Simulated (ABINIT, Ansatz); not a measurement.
## A GW chain in ABINIT: SrIBr (Pnma)

How does a plane-wave GW calculation on SrIBr (Pnma) run from the first input to the gap?

Method: LDA and many-body steps on it, plane waves, in ABINIT 10.8.3.

### 1. Starting point

The structure is orthorhombic, space group Pnma (No. 62). The conventional cell has a = 8.169 Å, b = 5.132 Å, c = 11.031 Å, α = 90.00°, β = 90.00°, γ = 90.00°. Nearest to Sr lie 3 Br at 3.07 to 3.12 Å and 4 I at 3.39 to 3.51 Å. Nearest to I lie 4 Sr at 3.39 to 3.51 Å. Br has 3 Sr at 3.07 to 3.12 Å nearest. Farther neighbours and most contacts between anions are not listed.

The cell and positions are those that the Materials Project relaxed with its own functionals (PBE, PBE+U or r2SCAN), kept fixed. Spin-orbit coupling is left out unless a step names it.

### 2. Ground state

This step: ABINIT 10.8.3; DFT, LDA, plane waves, norm-conserving pseudopotentials.

The ground-state density comes first.

Input file run.abi:

```
acell 3*1.0 Angstrom
rprim 
  8.169106000000 0.000000000000 0.000000000000
  0.000000000000 5.131914000000 0.000000000000
  0.000000000000 0.000000000000 11.030852000000
ntypat 3
znucl 38 53 35
natom 12
typat 1 1 1 1 2 2 2 2 3 3 3 3
xred 
  0.280131000000 0.750000000000 0.421100000000
  0.780131000000 0.750000000000 0.078900000000
  0.719869000000 0.250000000000 0.578900000000
  0.219869000000 0.250000000000 0.921100000000
  0.367160000000 0.750000000000 0.109521000000
  0.867160000000 0.750000000000 0.390479000000
  0.632840000000 0.250000000000 0.890479000000
  0.132840000000 0.250000000000 0.609521000000
  0.517796000000 0.750000000000 0.637160000000
  0.017796000000 0.750000000000 0.862840000000
  0.482204000000 0.250000000000 0.362840000000
  0.982204000000 0.250000000000 0.137160000000
pp_dirpath "pseudos"
pseudos "Sr.upf, I.upf, Br.upf"
ecut 31
ngkpt 2 4 2
nshiftk 1
shiftk 0 0 0
kptopt 1
chksymbreak 0
nband 58
occopt 1
tolvrs 1e-08
nstep 60
prtwf 0
optforces 0
optstress 0
indata_prefix "in"
outdata_prefix "out"
tmpdata_prefix "tmp"
```

Started as:

```console
> OMP_NUM_THREADS=1 mpirun -n 4 abinit run.abi > log
```

Numbers of over 12 decimals in the logs are rounded to 6 here.

Log:

```text
.Version 10.8.3 of ABINIT. v10.8.2 released Aug 2026.

 Symmetries : space group Pn m a (# 62); Bravais oP (primitive ortho.)
================================================================================
 Values of the parameters that define the memory need of the present run
     intxc =       0    ionmov =       0      iscf =       7    lmnmax =       6
     lnmax =       6     mgfft =     108  mpssoang =       3    mqgrid =    5225
     natom =      12  nloc_mem =       1    nspden =       1   nspinor =       1
    nsppol =       1      nsym =       8    n1xccc =    2501    ntypat =       3
    occopt =       1   xclevel =       1
-    mband =          58        mffmem =           1         mkmem =           3
       mpw =       25732          nfft =      432000          nkpt =          12
================================================================================
  Rough estimation (10% accuracy) of disk space for files :
================================================================================

--------------------------------------------------------------------------------
------------- Echo of variables that govern the present computation ------------
--------------------------------------------------------------------------------
 -outvars: echo values of preprocessed input variables --------
            acell      1.8897261259E+00  1.8897261259E+00  1.8897261259E+00 Bohr

      chksymbreak           0
             ecut      3.10000000E+01 Hartree
-          fftalg         312

              ixc       -1012
              kpt      0.00000000E+00  0.00000000E+00  0.00000000E+00
                       5.00000000E-01  0.00000000E+00  0.00000000E+00
                       0.00000000E+00  2.50000000E-01  0.00000000E+00
                       5.00000000E-01  2.50000000E-01  0.00000000E+00
                       0.00000000E+00  5.00000000E-01  0.00000000E+00
                       5.00000000E-01  5.00000000E-01  0.00000000E+00
                       0.00000000E+00  0.00000000E+00  5.00000000E-01
                       5.00000000E-01  0.00000000E+00  5.00000000E-01
                       0.00000000E+00  2.50000000E-01  5.00000000E-01
                       5.00000000E-01  2.50000000E-01  5.00000000E-01
                       0.00000000E+00  5.00000000E-01  5.00000000E-01
[...]
kptrlatt        2    0    0      0    4    0      0    0    2
          kptrlen      3.08747461E+01
P           mkmem           3
            natom          12
            nband          58
            ngfft          80      50     108
             nkpt          12
            nstep          60
             nsym           8
           ntypat           3
              occ      2.000000  2.000000  2.000000  2.000000  2.000000  2.000000
                       2.000000  2.000000  2.000000  2.000000  2.000000  2.000000
                       2.000000  2.000000  2.000000  2.000000  2.000000  2.000000
                       2.000000  2.000000  2.000000  2.000000  2.000000  2.000000
                       2.000000  2.000000  2.000000  2.000000  2.000000  2.000000
                       2.000000  2.000000  2.000000  2.000000  2.000000  2.000000
                       2.000000  2.000000  2.000000  2.000000  2.000000  2.000000
                       2.000000  2.000000  2.000000  2.000000  2.000000  2.000000
                       0.000000  0.000000  0.000000  0.000000  0.000000  0.000000
                       0.000000  0.000000  0.000000  0.000000
        optforces           0
        optstress           0
            prtwf           0
            rprim      8.1691060000E+00  0.0000000000E+00  0.0000000000E+00
[...]
spgroup          62

           tolvrs      1.00000000E-08

             xred      2.8013100000E-01  7.5000000000E-01  4.2110000000E-01
[...]
znucl       38.00000   53.00000   35.00000

================================================================================

 chkinp: Checking input parameters for consistency.

================================================================================
== DATASET  1 ==================================================================
-   mpi_nproc: 4, omp_nthreads: 1 (-1 if OMP is not activated)

--- !DatasetInfo
iteration_state: {dtset: 1, }
dimensions: {natom: 12, nkpt: 12, mband: 58, nsppol: 1, nspinor: 1, nspden: 1, mpw: 25732, }
cutoff_energies: {ecut:  31.0, pawecutdg:  -1.0, }
electrons: {nelect:   9.60000000E+01, charge:   0.00000000E+00, occopt:   1.00000000E+00, tsmear:   1.00000000E-02, }

 Real(R)+Recip(G) space primitive vectors, cartesian coordinates (Bohr,Bohr^-1):
 R(1)= 15.4373730  0.0000000  0.0000000  G(1)=  0.0647779  0.0000000  0.0000000
 R(2)=  0.0000000  9.6979120  0.0000000  G(2)=  0.0000000  0.1031150  0.0000000
 R(3)=  0.0000000  0.0000000 20.8452892  G(3)=  0.0000000  0.0000000  0.0479725
 Unit cell volume ucvol=  3.1207542E+03 bohr^3
 Angles (23,13,12)=  9.00000000E+01  9.00000000E+01  9.00000000E+01 degrees

 getcut: wavevector=  0.0000  0.0000  0.0000  ngfft=  80  50 108
         ecut(hartree)=     31.000   => boxcut(ratio)=   2.05705

--- Pseudopotential description ------------------------------------------------
- Sr Generated using ONCVPSP code by D. R. Hamann
- 38.00000  10.00000  180309                  znucl, zion, pspdat
[...]
nproj     2     2     2
  pspatm : epsatm=   10.24179696
         --- l  ekb(1:nproj) -->
[...]
pspatm: atomic psp has been read  and splines computed

   1.52253984E+04                                ecore*ucvol(ha*bohr**3)
--------------------------------------------------------------------------------

_setup2: Arith. and geom. avg. npw (full set) are   25728.313   25728.299

================================================================================

--- !BeginCycle
iteration_state: {dtset: 1, }
solver: {iscf: 7, nstep: 60, nline: 4, wfoptalg: 0, }
tolerances: {tolvrs: 1.00E-08, }

     iter   Etot(hartree)      deltaE(h)  residm     vres2
 ETOT  1  -252.98003503907    -2.530E+02 4.353E-02 2.660E+02
 ETOT  2  -253.09672722644    -1.167E-01 7.332E-03 1.827E+01
 ETOT  3  -253.09873418917    -2.007E-03 2.409E-03 6.097E+00
 ETOT  4  -253.09898209587    -2.479E-04 1.553E-03 7.437E-01
 ETOT  5  -253.09901196412    -2.987E-05 1.067E-03 4.680E-02
 ETOT  6  -253.09901369896    -1.735E-06 7.486E-04 2.534E-03
 ETOT  7  -253.09901383101    -1.320E-07 4.905E-04 1.395E-04
 ETOT  8  -253.09901384038    -9.368E-09 1.085E-03 1.083E-05
 ETOT  9  -253.09901384095    -5.766E-10 4.915E-04 2.500E-07
 ETOT 10  -253.09901384097    -1.808E-11 4.875E-04 1.001E-08
 ETOT 11  -253.09901384100    -2.535E-11 1.505E-04 1.184E-09

 At SCF step   11       vres2   =  1.18E-09 < tolvrs=  1.00E-08 =>converged.

--- !ResultsGS
iteration_state: {dtset: 1, }
comment   : Summary of ground state results
lattice_vectors:
- [ 15.4373730,   0.0000000,   0.0000000, ]
- [  0.0000000,   9.6979120,   0.0000000, ]
- [  0.0000000,   0.0000000,  20.8452892, ]
lattice_lengths: [  15.43737,    9.69791,   20.84529, ]
lattice_angles: [ 90.000,  90.000,  90.000, ] # degrees, (23, 13, 12)
lattice_volume:   3.1207542E+03
convergence: {deltae: -2.535E-11, res2:  1.184E-09, residm:  1.505E-04, diffor:  0.000E+00, }
etotal    :  -2.53099014E+02
entropy   :   0.00000000E+00
fermie    :   5.40515747E-02
cartesian_stress_tensor: null
pressure_GPa: null
xred      :
- [  2.8013E-01,   7.5000E-01,   4.2110E-01, Sr]
- [  7.8013E-01,   7.5000E-01,   7.8900E-02, Sr]
- [  7.1987E-01,   2.5000E-01,   5.7890E-01, Sr]
- [  2.1987E-01,   2.5000E-01,   9.2110E-01, Sr]
- [  3.6716E-01,   7.5000E-01,   1.0952E-01,  I]
- [  8.6716E-01,   7.5000E-01,   3.9048E-01,  I]
- [  6.3284E-01,   2.5000E-01,   8.9048E-01,  I]
- [  1.3284E-01,   2.5000E-01,   6.0952E-01,  I]
- [  5.1780E-01,   7.5000E-01,   6.3716E-01, Br]
- [  1.7796E-02,   7.5000E-01,   8.6284E-01, Br]
- [  4.8220E-01,   2.5000E-01,   3.6284E-01, Br]
- [  9.8220E-01,   2.5000E-01,   1.3716E-01, Br]
cartesian_forces: null
force_length_stats: {min: null, max: null, mean: null, }

 Integrated electronic density in atomic spheres:
 ------------------------------------------------
 Atom  Sphere_radius  Integrated_density
[...]
================================================================================

 ----iterations are completed or convergence reached----

 Mean square residual over all n,k,spin=   16.371E-07; max=  15.053E-05
 reduced coordinates (array xred) for   12 atoms
[...]
0.132840000000      0.250000000000      0.609521000000
       0.517796000000      0.750000000000      0.637160000000
       0.017796000000      0.750000000000      0.862840000000
       0.482204000000      0.250000000000      0.362840000000
       0.982204000000      0.250000000000      0.137160000000
 rms dE/dt=  0.0000E+00; max dE/dt=  0.0000E+00; dE/dt below (all hartree)
    1       0.000000000000      0.000000000000      0.000000000000
    2       0.000000000000      0.000000000000      0.000000000000
    3       0.000000000000      0.000000000000      0.000000000000
    4       0.000000000000      0.000000000000      0.000000000000
    5       0.000000000000      0.000000000000      0.000000000000
    6       0.000000000000      0.000000000000      0.000000000000
    7       0.000000000000      0.000000000000      0.000000000000
    8       0.000000000000      0.000000000000      0.000000000000
    9       0.000000000000      0.000000000000      0.000000000000
[...]
cartesian coordinates (angstrom) at end:
[...]
8      1.085184     1.282979     6.723536
    9      4.229930     3.848936     7.028418
   10      0.145377     3.848936     9.517860
   11      3.939176     1.282979     4.002434
   12      8.023729     1.282979     1.512992
 length scales=  1.889726125908  1.889726125908  1.889726125908 bohr
              =  1.000000000000  1.000000000000  1.000000000000 angstroms
 prteigrs : about to open file out_EIG
 Fermi (or HOMO) energy (hartree) =   0.05405   Average Vxc (hartree)=  -0.31152
 Eigenvalues (hartree) for nkpt=  12  k points:
 kpt#   1, nband= 58, wtk=  0.06250, kpt=  0.0000  0.0000  0.0000 (reduced coord)
  -1.19360   -1.19359   -1.19353   -1.19353   -0.53615   -0.53586   -0.53443   -0.53373
  -0.53323   -0.53272   -0.53260   -0.53254   -0.53221   -0.53209   -0.53205   -0.53204
  -0.43167   -0.42953   -0.42729   -0.42672   -0.34674   -0.34573   -0.33981   -0.33918
  -0.03363   -0.02609   -0.02486   -0.02404   -0.01707   -0.01278   -0.00917   -0.00756
  -0.00478   -0.00011    0.00667    0.00871    0.01130    0.01139    0.01941    0.02120
   0.02575    0.03960    0.04094    0.04413    0.04507    0.04531    0.05071    0.05405
   0.18547    0.20399    0.21501    0.21875    0.22843    0.23288    0.23944    0.24013
   0.25473    0.25526
 prteigrs : prtvol=0 or 1, do not print more k-points.

--- !EnergyTerms
iteration_state     : {dtset: 1, }
comment             : Components of total free energy in Hartree
kinetic             :  6.65844779009069E+01
hartree             :  4.26622815668185E+01
xc                  : -6.99571358185254E+01
Ewald energy        : -1.69555112599267E+02
psp_core            :  4.87875606246959E+00
local_psp           : -1.65729290370331E+02
non_local_psp       :  3.80170094169317E+01
total_energy        : -2.53099013840997E+02
total_energy_eV     : -6.88717502410427E+03
band_energy         : -2.80491163717651E+01

== END DATASET(S) ==============================================================
================================================================================

 -outvars: echo values of variables after computation  --------
           etotal     -2.5309901384E+02
            nband          58
             nkpt          12
          spgroup          62
 [... the other variables as echoed above ...]

 Calculation completed.
```

Run time: 2.6 min. Hardware: 4 MPI ranks of Arm Neoverse V2, shared host; peak memory 0.91 GiB.

Numbers from this step:

```yaml
total_energy: -6887.1750 eV
gap: 3.576 eV
k_of_the_valence_top: 0, 0, 0
k_of_the_conduction_bottom: 0, 0, 0
least_direct_gap: 3.576 eV
```

The gap is direct, at Γ.

### 3. Empty states on the mesh, 2×2×1 mesh, 370 bands

The sums over transitions need many empty states on a uniform mesh; this step solves for them.

Changes to run.abi since step 2:

```diff
@@ -25,3 +25,3 @@
 ecut 31
-ngkpt 2 4 2
+ngkpt 2 2 1
 nshiftk 1
@@ -30,9 +30,10 @@
 chksymbreak 0
-nband 58
-occopt 1
-tolvrs 1e-08
+iscf -2
+irdden 1
+istwfk *1
+nband 370
+nbdbuf 32
+tolwfr 1e-09
 nstep 60
-prtwf 0
-optforces 0
-optstress 0
+prtvol 0
 indata_prefix "in"
```

Log:

```text
.Version 10.8.3 of ABINIT. v10.8.2 released Aug 2026.

 Symmetries : space group Pn m a (# 62); Bravais oP (primitive ortho.)
[... echo of the input left out ...]
== DATASET  1 ==================================================================
-   mpi_nproc: 4, omp_nthreads: 1 (-1 if OMP is not activated)

--- !DatasetInfo
iteration_state: {dtset: 1, }
dimensions: {natom: 12, nkpt: 4, mband: 370, nsppol: 1, nspinor: 1, nspden: 1, mpw: 25776, }
cutoff_energies: {ecut:  31.0, pawecutdg:  -1.0, }
electrons: {nelect:   9.60000000E+01, charge:   0.00000000E+00, occopt:   1.00000000E+00, tsmear:   1.00000000E-02, }

 Real(R)+Recip(G) space primitive vectors, cartesian coordinates (Bohr,Bohr^-1):
 R(1)= 15.4373730  0.0000000  0.0000000  G(1)=  0.0647779  0.0000000  0.0000000
 R(2)=  0.0000000  9.6979120  0.0000000  G(2)=  0.0000000  0.1031150  0.0000000
 R(3)=  0.0000000  0.0000000 20.8452892  G(3)=  0.0000000  0.0000000  0.0479725
 Unit cell volume ucvol=  3.1207542E+03 bohr^3
 Angles (23,13,12)=  9.00000000E+01  9.00000000E+01  9.00000000E+01 degrees

 getcut: wavevector=  0.0000  0.0000  0.0000  ngfft=  80  50 108
         ecut(hartree)=     31.000   => boxcut(ratio)=   2.05705

--- Pseudopotential description ------------------------------------------------
- Sr Generated using ONCVPSP code by D. R. Hamann
- 38.00000  10.00000  180309                  znucl, zion, pspdat
12 -1012 2 -1 1812                            pspcod,pspxc,lmax,lloc,mmax
     nproj     2     2     2
  pspatm : epsatm=   12.22067766
         --- l  ekb(1:nproj) -->
             0   10.067142    1.054393
             1    7.520551    1.675795
             2    4.085003    0.971115
 pspatm: atomic psp has been read  and splines computed

- I Generated using ONCVPSP code by D. R. Hamann
- 53.00000   7.00000  180309                  znucl, zion, pspdat
12 -1012 2 -1 1182                            pspcod,pspxc,lmax,lloc,mmax
     nproj     2     2     2
  pspatm : epsatm=   17.18700033
         --- l  ekb(1:nproj) -->
[...]
pspatm: atomic psp has been read  and splines computed

- Br Generated using ONCVPSP code by D. R. Hamann
- 35.00000   7.00000  180309                  znucl, zion, pspdat
12 -1012 2 -1 1084                            pspcod,pspxc,lmax,lloc,mmax
     nproj     2     2     2
  pspatm : epsatm=   10.24179696
         --- l  ekb(1:nproj) -->
[...]
pspatm: atomic psp has been read  and splines computed

--------------------------------------------------------------------------------

================================================================================
 prteigrs : about to open file out_EIG
 Non-SCF case, kpt    1 (  0.00000  0.00000  0.00000), residuals and eigenvalues=
  2.22E-10  2.03E-10  2.48E-10  2.54E-10  7.30E-10  7.34E-10  7.82E-10  8.17E-10
  6.35E-10  6.66E-10  7.47E-10  7.83E-10  6.30E-10  7.70E-10  6.91E-10  5.87E-10
[...]
-5.3443E-01 -5.3373E-01 -5.3323E-01 -5.3272E-01 -5.3260E-01 -5.3254E-01
 -5.3221E-01 -5.3209E-01 -5.3205E-01 -5.3204E-01 -4.3167E-01 -4.2953E-01
[...]
1.5380E+00  1.5406E+00  1.5414E+00  1.5457E+00  1.5489E+00  1.5518E+00
  1.5585E+00  1.5606E+00  1.5645E+00  1.5654E+00  1.5662E+00  1.5685E+00
  1.5705E+00  1.5741E+00  1.5766E+00  1.5805E+00
 prteigrs : prtvol=0 or 1, do not print more k-points.

--- !ResultsGS
iteration_state: {dtset: 1, }
comment   : Summary of ground state results
lattice_vectors:
- [ 15.4373730,   0.0000000,   0.0000000, ]
- [  0.0000000,   9.6979120,   0.0000000, ]
- [  0.0000000,   0.0000000,  20.8452892, ]
lattice_lengths: [  15.43737,    9.69791,   20.84529, ]
lattice_angles: [ 90.000,  90.000,  90.000, ] # degrees, (23, 13, 12)
lattice_volume:   3.1207542E+03
convergence: {deltae:  0.000E+00, res2:  0.000E+00, residm:  9.959E-10, diffor:  0.000E+00, }
etotal    :  -2.53099014E+02
entropy   :   0.00000000E+00
fermie    :   5.40515747E-02
cartesian_stress_tensor: null
pressure_GPa: null
xred      :
- [  2.8013E-01,   7.5000E-01,   4.2110E-01, Sr]
- [  7.8013E-01,   7.5000E-01,   7.8900E-02, Sr]
- [  7.1987E-01,   2.5000E-01,   5.7890E-01, Sr]
- [  2.1987E-01,   2.5000E-01,   9.2110E-01, Sr]
- [  3.6716E-01,   7.5000E-01,   1.0952E-01,  I]
- [  8.6716E-01,   7.5000E-01,   3.9048E-01,  I]
- [  6.3284E-01,   2.5000E-01,   8.9048E-01,  I]
- [  1.3284E-01,   2.5000E-01,   6.0952E-01,  I]
- [  5.1780E-01,   7.5000E-01,   6.3716E-01, Br]
- [  1.7796E-02,   7.5000E-01,   8.6284E-01, Br]
- [  4.8220E-01,   2.5000E-01,   3.6284E-01, Br]
- [  9.8220E-01,   2.5000E-01,   1.3716E-01, Br]
cartesian_forces: null
force_length_stats: {min: null, max: null, mean: null, }

 Integrated electronic density in atomic spheres:
 ------------------------------------------------
 Atom  Sphere_radius  Integrated_density
[...]
================================================================================

 ----iterations are completed or convergence reached----

 Mean square residual over all n,k,spin=   49.267E-11; max=  99.588E-11
 reduced coordinates (array xred) for   12 atoms
[...]
0.482204000000      0.250000000000      0.362840000000
       0.982204000000      0.250000000000      0.137160000000

 cartesian coordinates (angstrom) at end:
    1      2.288420     3.848936     4.645092
    2      6.372973     3.848936     0.870334
[...]
11      3.939176     1.282979     4.002434
   12      8.023729     1.282979     1.512992
 length scales=  1.889726125908  1.889726125908  1.889726125908 bohr
              =  1.000000000000  1.000000000000  1.000000000000 angstroms
 prteigrs : about to open file out_EIG
 Eigenvalues (hartree) for nkpt=   4  k points:
 kpt#   1, nband=370, wtk=  0.25000, kpt=  0.0000  0.0000  0.0000 (reduced coord)
[...]
1.53483    1.53757    1.53802    1.54057    1.54142    1.54575    1.54890    1.55177
   1.55847    1.56063    1.56449    1.56543    1.56625    1.56853    1.57046    1.57408
   1.57656    1.58049
 prteigrs : prtvol=0 or 1, do not print more k-points.

== END DATASET(S) ==============================================================
================================================================================

 -outvars: echo values of variables after computation  --------
            nband         370
             nkpt           4
          spgroup          62
 [... the other variables as echoed above ...]

 Calculation completed.
```

Run time: 12 min. Hardware: 4 MPI ranks; peak memory 1.3 GiB.

Numbers from this step:

* gap: 3.576 eV
* k of the valence top: 0, 0, 0
* k of the conduction bottom: 0, 0, 0
* least direct gap: 3.576 eV
* k points computed: 4
* lowest point of the top converged band, above the valence top: 38.60 eV

On this mesh the gap is 3.576 eV.

[end of part 1 of 2]

[Paths, hosts, dates, memory and timing lines, banners, echoed tables and standing remarks are left out of the program output.]

[Logs are printed without paths, hosts, clocks, repeated set-up lines and the standing remarks that a program may print on its own settings, such as how far it seeks lower states.]

[Runs of the session that timed out or met a known fault of the program may be left out.]

[Hosts, paths, dates, database ids (printed as entryN), source tags and the programs' standing remarks are cut or masked in the printed files.]

[G0W0 gaps are taken among the corrected bands and points alone; a level outside them can change the order at an edge.]

[Where Ansatz stands beside ABINIT at settings called matched, ABINIT's density can come from a denser mesh and the files from another edition; pairs whose starting gaps differed by over 0.03 eV were left out, so agreement reads better than it is.]
